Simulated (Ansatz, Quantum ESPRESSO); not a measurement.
# MgI2 (P-3m1): Raman and infrared activity, part 3 of 3

Wanted: vibrational spectra of MgI2 (P-3m1) from linear and non-linear response.

Quantum ESPRESSO 8.0 development, patched; DFT LDA, scalar-relativistic, plane waves, PseudoDojo norm-conserving pseudopotentials.

So far, highest mode moved by the LO-TO term (cm⁻¹): step 9 (modes along a direction of q (1 0 0)) 252; step 10 (q direction 0×0×1) 296. The relaxed cell has a = 4.076, c = 6.677 Å (conventional setting).

The database entry behind the starting cell has ideal inner coordinates that were not refined, so it need not match the best structure at ambient conditions.

## 11. The LO-TO splitting (1 1 1)

The input, dynmat.in:

```
&INPUT
  fildyn = 'g.dyn'
  asr    = 'crystal'
  fileig = 'dynmat.eig'
  q(1)   = 1.0
  q(2)   = 1.0
  q(3)   = 1.0
/
```

Launch:

```console
> dynmat.x -in dynmat.in > dynmat.out
```

Output:

```text
[banners, grids, parts of the stress and lines that vanish by symmetry left out]
[banner, memory and clock lines left out]
Program DYNMAT v.8.0dev

     Reading Dynamical Matrix from file g.dyn
     ...Force constants read
     ...epsilon and Z* read
     ...Raman cross sections read
     Acoustic Sum Rule: || Z*(ASR) - Z*(orig)|| =    4.909456E-02
     Acoustic Sum Rule: ||dyn(ASR) - dyn(orig)||=    1.055511E-03

     Polarizability (A^3 units)
     multiply by 0.448916 for Clausius-Mossotti correction (not under assume_isolated = 'mt')
        29.405885   -0.000000    0.000000
        -0.000000   29.405885   -0.000000
         0.000000    0.000000   25.666711

     IR activities are in (D/A)^2/amu units
     Raman activities are in A^4/amu units
     multiply Raman by 0.040612 for Clausius-Mossotti correction (not under assume_isolated = 'mt')

# mode   [cm-1]    [THz]      IR          Raman   depol.fact
    1     -0.00   -0.0000    0.0000         0.0000    0.3572
    2      0.00    0.0000    0.0000         0.0000    0.0799
[...]
8    225.80    6.7694    6.0419         0.0000    0.0773
    9    284.85    8.5396    3.2840         0.0000    0.1286

[end of the log left out, with the tail of the file of modes that dynmat.x writes under the same name]
```

It took 0.46 s on 1 thread of Arm Neoverse V2, shared host.

Read from the output:

```yaml
highest_mode_moved_by_the_lo_to_term: 284.9 cm⁻¹
```

Zone-centre frequencies as printed; negative means imaginary. Modes:

```tsv
mode	frequency (cm⁻¹)
1	0
2	0
3	0
4	68.45
5	68.45
6	111.2
7	184.6
8	225.8
9	284.9
```

The field moves 2 modes; the highest of them now lies at 285 cm⁻¹, where the highest that moved away lay at 270.

## 12. The same in Ansatz

The same cell goes through another code at the same cutoff. The files are of one family, but Ansatz's library holds files of its own making for some heavy elements, so those for I may differ. Its k mesh is centred on Γ.

This step: DFT LDA, scalar-relativistic, plane waves, norm-conserving pseudopotentials of its library (PseudoDojo's, some remade) (Ansatz 0.2.0).

The input, input.yaml:

```yaml
crystal:
  lattice:
    - [4.0763174287, 0.0, 0.0]
    - [-2.0381587143, 3.5301944471, 0.0]
    - [0.0, 0.0, 6.677191358]
  atoms:
    - { symbol: Mg, position: [0.0, 0.0, 0.0] }
    - { symbol: I, position: [0.3333333333, 0.6666666667, 0.2482909091] }
    - { symbol: I, position: [0.6666666667, 0.3333333333, 0.7517090909] }
kpoints:
  mp_grid: { grid: [6, 6, 4] }
hamiltonian:
  xc: lda
  pseudopotentials: { kind: nc, accuracy: standard }
scf:
  occupations: { method: fixed }
output:
  eigenvalues: true
basis:
  ecutwfc: 1034.033
phonons:
  method: dfpt
  dielectric: true
  rigid_motions: translations
  raman: true
```

Launch:

```console
> ansatz run input.yaml --threads 8 --pin off --max-ram 16384MiB --backend cpu --events-out ev --progress --plain --runs-dir out
```

Output:

```text
Warning: basis.ecutwfc = 1034.033 eV is below the records' recommended 1142.878222 eV, and the density's cutoff is lower with it unless basis.ecutrho_ratio is high enough to keep the records' density cutoff: compare with a run at a higher cutoff
Engine: ansatz 0.2.0, aarch64-unknown-linux-gnu
Pseudopotentials: kind: nc
Pseudopotential: Mg, nc, valence charge 10, recommended cutoff 1142.878222 eV (normal), Mg.nc.azcp (PseudoDojo's, or run here from an input of PseudoDojo's; its table is named by hamiltonian.pseudopotentials.accuracy)
Pseudopotential: I, nc, valence charge 7, recommended cutoff 952.398519 eV (normal), I.nc.azcp (PseudoDojo's, or run here from an input of PseudoDojo's; its table is named by hamiltonian.pseudopotentials.accuracy)
Functional definition: SPW92
  exchange = slater_x
  correlation = pw_c
Crystal: 3 atoms, lattice volume = 96.086 Å³
Basis set: ecut = 1034.033 eV, 7295 PW (Γ), exchange–correlation on 90×90×144 points (8 copies of the dense FFT grid, shifted against one another)
Bands: 16, of which v1, the nominal top of the filled ones, is band 12 counted from 1 (11 counted from 0)
Symmetry: 12 space group operations
k-points: 47 of 144 (irreducible under 2 space group operations, time reversal used)
Non-local potential: Mg, projectors of the file, l = 0: 2, l = 1: 2
Non-local potential: I, projectors of the file, l = 0: 2, l = 1: 2, l = 2: 2, l = 3: 2
Initial density: superposition of atomic densities (chi_scale 0.1, normalization cell, long waves kept (reshape's long-wave potential 0.13 eV rms))
Initial wavefunctions: pseudopotential atomic-orbital guess
Functional: x = slater, c = lda
SCF iter   1: F=—  HF=-2325.521943 eV  |F-HF|=—  |Δ(HF+E_count)|=         —  Δρ=4.16e-2  dr2=2.77e0  ethr=3.10e-3  ⟨swp⟩=5.0  Hψ=3650  notcnv=0  defer=90
preconditioner: auto → Resta (q_TF=auto, 2.165 Å⁻¹)  ε∞=3.5  [insulator: Δε(μ)=2.690 eV  Ē_g=9.667 eV  n_scr=22 (ndim 8)  ℏωp=15.2 eV  f_vac=0.005  ε∞_Penn≈3.5]
SCF iter   2: F=—  HF=-2324.732365 eV  |F-HF|=—  |Δ(HF+E_count)|=   7.90e-1  Δρ=1.49e-2  dr2=2.55e-1  ethr=3.10e-3  ⟨swp⟩=4.0  Hψ=1905  notcnv=0  defer=89
SCF iter   3: F=—  HF=-2324.644189 eV  |F-HF|=—  |Δ(HF+E_count)|=   8.82e-2  Δρ=5.03e-3  dr2=1.28e-2  ethr=1.06e-3  ⟨swp⟩=3.4  Hψ=1346  notcnv=0  defer=89
SCF iter   4: F=—  HF=-2324.640730 eV  |F-HF|=—  |Δ(HF+E_count)|=   3.46e-3  Δρ=4.04e-4  dr2=1.28e-4  ethr=5.32e-5  ⟨swp⟩=2.9  Hψ=1219  notcnv=0  defer=91
SCF iter   5: F=—  HF=-2324.640800 eV  |F-HF|=—  |Δ(HF+E_count)|=   7.00e-5  Δρ=1.33e-4  dr2=1.22e-5  ethr=5.34e-7  ⟨swp⟩=2.8  Hψ=1478  notcnv=0  defer=91
SCF iter   6: F=—  HF=-2324.640797 eV  |F-HF|=—  |Δ(HF+E_count)|=   2.33e-6  Δρ=2.73e-5  dr2=4.46e-7  ethr=5.07e-8  ⟨swp⟩=2.7  Hψ=1334  notcnv=0  defer=91
SCF iter   7: F=—  HF=-2324.640785 eV  |F-HF|=—  |Δ(HF+E_count)|=   1.26e-5  Δρ=3.30e-6  dr2=2.41e-8  ethr=1.86e-9  ⟨swp⟩=2.7  Hψ=1353  notcnv=0  defer=65
SCF iter   8: F=—  HF=-2324.640785 eV  |F-HF|=—  |Δ(HF+E_count)|=   8.85e-9  Δρ=7.20e-7  dr2=7.23e-10  ethr=1.01e-10  ⟨swp⟩=2.0  Hψ=1006  notcnv=0  defer=65
SCF iter   9: F=-2324.640785 eV  HF=-2324.640785 eV  |F-HF|=5.00e-12  |Δ(HF+E_count)|=  2.14e-10  Δρ=1.40e-7  dr2=2.88e-11  ethr=1.00e-12  ⟨swp⟩=11.3  Hψ=5336  notcnv=0
SCF 1 converged in 9 iterations: F = -2324.640785 eV  dr2 = 2.88e-11
DFPT response loops at Γ: preconditioner auto → Resta (q_TF=auto, 2.165 Å⁻¹)  ε∞=4.2 (no band partly filled); β = 1.00, the filter's whole step (`scf.mixing.beta` (0.50) is not read by the response loops at its default; to damp them type it under 1.00, their step now; it binds the ground state too); Broyden in place of MSR1
── the response to a field inside a basis, on 10×10×6 k-points: an SCF that follows is theirs, and a resumed run solves both again ──
Bands: 13, of which v1, the nominal top of the filled ones, is band 12 counted from 1 (11 counted from 0)
k-points: 165
Initial density: handed on by an earlier stage of this run
Initial wavefunctions: pseudopotential atomic-orbital guess (no wavefunctions were taken with the density)
Eigensolver: Dense (165 Hₖ)
SCF iter   1: F=—  HF=-2324.640587 eV  |F-HF|=—  |Δ(HF+E_count)|=         —  Δρ=2.52e-4  dr2=7.30e-6  ethr=1.00e-1
preconditioner: auto → Resta (q_TF=auto, 2.165 Å⁻¹)  ε∞=4.2  [insulator: Δε(μ)=3.381 eV  Ē_g=8.461 eV  n_scr=22 (ndim 8)  ℏωp=15.2 eV  f_vac=0.011  ε∞_Penn≈4.2]
SCF iter   2: F=—  HF=-2324.640586 eV  |F-HF|=—  |Δ(HF+E_count)|=   1.35e-6  Δρ=1.13e-4  dr2=1.27e-6  ethr=3.04e-8
SCF iter   3: F=—  HF=-2324.640586 eV  |F-HF|=—  |Δ(HF+E_count)|=   2.23e-8  Δρ=1.31e-5  dr2=3.04e-8  ethr=5.28e-9
SCF iter   4: F=—  HF=-2324.640586 eV  |F-HF|=—  |Δ(HF+E_count)|=   1.08e-8  Δρ=9.54e-7  dr2=1.02e-9  ethr=1.27e-10
SCF iter   5: F=-2324.640586 eV  HF=-2324.640586 eV  |F-HF|=6.37e-12  |Δ(HF+E_count)|=  3.04e-10  Δρ=1.75e-7  dr2=3.51e-11  ethr=4.23e-12
SCF 1 converged in 5 iterations: F = -2324.640586 eV  dr2 = 3.51e-11
DFPT response loops at Γ: mixed as the last ones told, above
DFPT response loops at Γ: mixed as the last ones told, above
WARN: field response: ε∞ stands inside a basis, on 10×10×6 points; the force constants stand on the 6×6×4 k-mesh, whose period is 12.73 times the interband length at k = (0.0000, 0.0000, 0.0000), direct gap 3.569 eV, under 14: take them and everything formed from them as unconverged, and compare with a denser kpoints.mp_grid
SCF converged after 9 iterations
Free energy (F): -2324.640785 eV
Harris-Foulkes:  -2324.640785 eV  (|F-HF|=5.00e-12)
Internal energy: -2324.640785 eV  (E = F + TS)
E sigma→0 (E₀):  -2324.640785 eV
Fermi energy:    3.811354 eV
--- Per-component energies (eV) ---
  E_band       = -378.472633
  E_kinetic    = 1093.075900
  E_local      = -2293.787590  (includes V_loc(G=0)·N_el)
  E_nonlocal   = -383.095080
  E_hartree    = 828.191083
  E_xc         = -426.943256
  E_vxc        = -451.048118  (∫ρ·V_xc dr)
  E_ewald      = -1142.081841
  E_smearing   = -0.000000  (= −TS)
  E_closure    = -0.000000  (closes the sum)
  Σ components = -2324.640785   (vs F -2324.640785, Δ=0.00e0)
--- Band table (eV; the first three rows and the last of 47) ---
  k-point 0: bands = [... 8 lower, 3.2699, 3.7051, 3.7051, 3.8114, 7.3806, 8.3887, 10.4734, 10.4734]
  k-point 1: bands = [... 8 lower, 3.3233, 3.3233, 3.6493, 3.6493, 7.9814, 8.4628, 10.3458, 10.3458]
  k-point 2: bands = [... 8 lower, 3.4093, 3.4093, 3.5608, 3.5608, 8.4757, 8.5177, 10.2427, 10.2427]
  k-point 46: bands = [... 8 lower, 1.6753, 1.9707, 2.6056, 3.1148, 7.9312, 9.3584, 9.8964, 10.5163]
--- Phonons (Γ-DFPT): 4 representative perturbations + reference, on 47 of 144 k-points (Σ response iterations 13) ---
  k mesh reduced under 2 symmetry operations, with k and −k counted as one. Each operation leaves every solved perturbation unchanged. A smaller set is not considered because the run solves the response to a homogeneous field
  ASR residual: 2.520e-4 → 0.000e0 eV/Å²; symmetrization residual: 1.094e-5 eV/Å²
  ASR residual per site (eV/Å²): 2.52e-4 3.40e-5 3.40e-5
  Γ frequencies (cm⁻¹): 0.00 0.00 0.00 68.21 68.21 110.79 183.89 183.89 269.39
  ε∞ (high-frequency dielectric tensor):
        4.765904    -0.000000     0.000000
       -0.000000     4.765904     0.000000
        0.000000     0.000000     4.354931
  ε⁰ (static dielectric tensor: ions relaxed, cell fixed):
        8.936312    -0.000000     0.000000
       -0.000000     8.936312     0.000000
        0.000000     0.000000     5.231681
  ε⁰ − ε∞ (ionic part):
        4.170408    -0.000000     0.000000
       -0.000000     4.170408     0.000000
        0.000000     0.000000     0.876750
  softest optical mode at Γ: 68.21 cm⁻¹; the repairs (sum rule, projections) moved no ω² at Γ by more than (1.98 cm⁻¹)²
  Born effective charges Z* (e; rows j = field, columns β = displacement):
    site 0:
         2.47150   -0.00000    0.00000
        -0.00000    2.47150   -0.00000
         0.00000   -0.00000    1.66010
    site 1:
        -1.23575    0.00000   -0.00000
         0.00000   -1.23575    0.00000
        -0.00000    0.00000   -0.83005
    site 2:
        -1.23575    0.00000   -0.00000
         0.00000   -1.23575    0.00000
        -0.00000    0.00000   -0.83005
  Z* charge neutrality: 7.007e-4 e pre-enforcement
  solved inside a basis spanned on kpoints, on 10×10×6 k-points transformed towards the longest dipole: ε∞ is read to err by 1.3e-2, Z* by 1.1e-2 e (field_mesh: kpoints solves on kpoints); Z* is corrected for what the basis lacks
  Raman tensors (in the event stream and the table raman_tensors.tsv): an entry may err by 1.1e-1 Å², one of the second-order susceptibility by 5.0e-20 pm/V (basis, points and sum rule); their sum over the sites missed zero by 2.665e-15 Å² ahead of its enforcement
  optical modes at Γ without the LO–TO term, one row a degenerate level:
      ω (cm⁻¹)  modes    IR ((D/Å)²/amu)  static Raman (Å⁴/amu)  depolarisation
         68.21      2             0.0000                 1.5433           0.750
        110.79      1             0.0000                66.7370           0.072
        183.89      2            12.7068                 0.0000               —
        269.39      1             2.8665                 0.0000               —
  optical modes at Γ + LO–TO along q̂ = [1.0000, 0.0000, 0.0000]:
      ω (cm⁻¹)  modes    IR ((D/Å)²/amu)  static Raman (Å⁴/amu)  depolarisation
         68.21      2             0.0000                 1.5433           0.750
        110.79      1             0.0000                66.7370           0.072
        183.89      1             6.3534                 0.0000               —
        251.81      1             6.3534                 0.0000               —
        269.39      1             2.8665                 0.0000               —
  optical modes at Γ + LO–TO along q̂ = [0.0000, 1.0000, 0.0000]:
      ω (cm⁻¹)  modes    IR ((D/Å)²/amu)  static Raman (Å⁴/amu)  depolarisation
         68.21      2             0.0000                 1.5433           0.750
        110.79      1             0.0000                66.7370           0.072
        183.89      1             6.3534                 0.0000               —
        251.81      1             6.3534                 0.0000               —
        269.39      1             2.8665                 0.0000               —
  optical modes at Γ + LO–TO along q̂ = [0.0000, 0.0000, 1.0000]:
      ω (cm⁻¹)  modes    IR ((D/Å)²/amu)  static Raman (Å⁴/amu)  depolarisation
         68.21      2             0.0000                 1.5433           0.750
        110.79      1             0.0000                66.7370           0.072
        183.89      2            12.7068                 0.0000               —
        295.27      1             2.8665                 0.0000               —
```

It took 4.3 min on 8 threads; peak memory 4.3 GiB; 33 min of CPU time.

Numbers from this step:

| Property | Result |
| --- | --- |
| gap on the k-mesh | 3.331 eV |
| sum-rule residual before enforcement | 2.52e-4 eV/Å² |
| miss of the charge sum rule | 7.01e-4 e |
| estimated error of the dielectric tensor | 0.01263 |
| estimated error of the Born charges | 0.01084 e |
| highest optical zone-centre mode (no LO-TO term) | 269.4 cm⁻¹ |
| lowest optical zone-centre mode | 68.21 cm⁻¹ |
| mean high-frequency dielectric constant | 4.629 |
| mean static dielectric constant | 7.701 |
| highest mode moved by the LO-TO term | 295.3 cm⁻¹ |

Transverse modes. Lines of the infrared spectrum (strongest = 100):

```tsv
position (cm⁻¹)	label	IR intensity ((D/Å)²/amu), degenerate modes summed, relative
68	Eg	0.0
111	A1g	0.0
184	Eu	100
269	A2u	23
```

Activity x (w_L - w)^4 (n + 1)/w, 532 nm, 300 K. Raman lines, with heights relative to the strongest:

```tsv
position (cm⁻¹)	label	Stokes intensity, strongest 100
68	Eg	5.6
111	A1g	100
184	Eu	0.0
269	A2u	0.0
```

The log warns that the force constants on this k mesh are to be taken as unconverged.

## 13. Side by side: QE PseudoDojo and Ansatz, library NC

Numbers from this step:

```
root-mean-square difference : 0.61 cm⁻¹
largest difference          : 1.04 cm⁻¹
```

Frequencies side by side, by row:

```tsv
q (reciprocal lattice)	mode	QE PseudoDojo (cm⁻¹)	Ansatz, library NC (cm⁻¹)
0 0 0	1	0	0
0 0 0	2	0	0
0 0 0	3	0	0
0 0 0	4	68.45	68.21
0 0 0	5	68.45	68.21
0 0 0	6	111.2	110.8
0 0 0	7	184.6	183.9
0 0 0	8	184.6	183.9
0 0 0	9	270.4	269.4
```

The two runs side by side. Further quantities:

```tsv
quantity	QE PseudoDojo	Ansatz, library NC
mean ε∞	4.683	4.629
largest Born charge in size (e; the first before, the second after the charge sum rule)	2.201	2.201
summed IR intensity ((D/Å)²/amu)	15.78	15.57
summed Raman activity (Å⁴/amu)	67.41	68.28
```

At the zone centre the largest difference (acoustic modes at Γ apart) is 0.4 % of the highest mode.

## 14. Results

```
space group after relaxation                                                            : P-3m1
volume per atom                                                                         : 32.0 Å³
gap on the k-mesh                                                                       : 3.34 eV
highest optical zone-centre mode (no LO-TO term)                                        : 270.4 cm⁻¹
lowest optical zone-centre mode                                                         : 68.5 cm⁻¹
highest mode moved by the LO-TO term (probably not converged in the k mesh)             : 296.2 cm⁻¹
mean high-frequency dielectric constant (probably not converged in the k mesh)          : 4.68
largest Born charge in size (third of the trace) (probably not converged in the k mesh) : 2.20 e
mean static dielectric constant (probably not converged in the k mesh)                  : 7.78
imaginary optical modes at the zone centre (no q mesh in this session)                  : none
largest difference from Ansatz, library NC                                              : 1.04 cm⁻¹
```

**Reading.** The largest Raman activity of MgI2 (P-3m1) lies at 111 cm⁻¹ and the strongest infrared line at 185 cm⁻¹ (transverse modes). At the LDA level the optical modes of MgI2 (P-3m1) at the zone centre (no LO-TO term) run from 68 to 270 cm⁻¹. Along the directions run, the highest mode that the macroscopic field moves lies at 296 cm⁻¹. Lattice motion raises the mean dielectric constant from 4.683 to 7.777. The Born charges miss their sum rule by 0.060 e, a sign that the k mesh or the cutoff is short for the field response. ε∞, the Born charges and what follows from them are probably not converged in the k mesh. Of the 6 optical modes, 3 are Raman active alone and 3 are infrared active alone; inversion symmetry keeps the two sets apart. QE PseudoDojo and Ansatz, library NC differ by 0.6 cm⁻¹ in the root mean square and by 1.0 cm⁻¹ at most, 0.4 % of the highest mode compared (acoustic modes at Γ left out). These are harmonic frequencies at zero temperature: anharmonic shifts and linewidths and thermal expansion are left out. Spin-orbit coupling is left out, which can matter for the heavy elements here. The relaxation ran at 76 Ry, under the 84 Ry recommended for these files; the stress of so short a basis can leave the cell about one per cent too small. Ansatz warns that the cutoff lies 10 % under the one recommended for these files; agreement at one cutoff is not convergence. Ansatz's log warns that force constants on this k mesh are to be taken as unconverged, an error that the frequencies of both programs share. The build is a development version in which the Raman tensors of release 7.5 are mended; dynmat.x leaves out the electro-optic term of LO lines.

[Host names and launcher messages were left out of these logs when they were recorded.]

[Logs are printed without paths, hosts, clocks, repeated set-up lines and the standing remarks that a program may print on its own settings, such as how far it seeks lower states.]

[Hosts, paths, dates, database ids (printed as entryN), source tags and the programs' standing remarks are cut or masked in the printed files.]
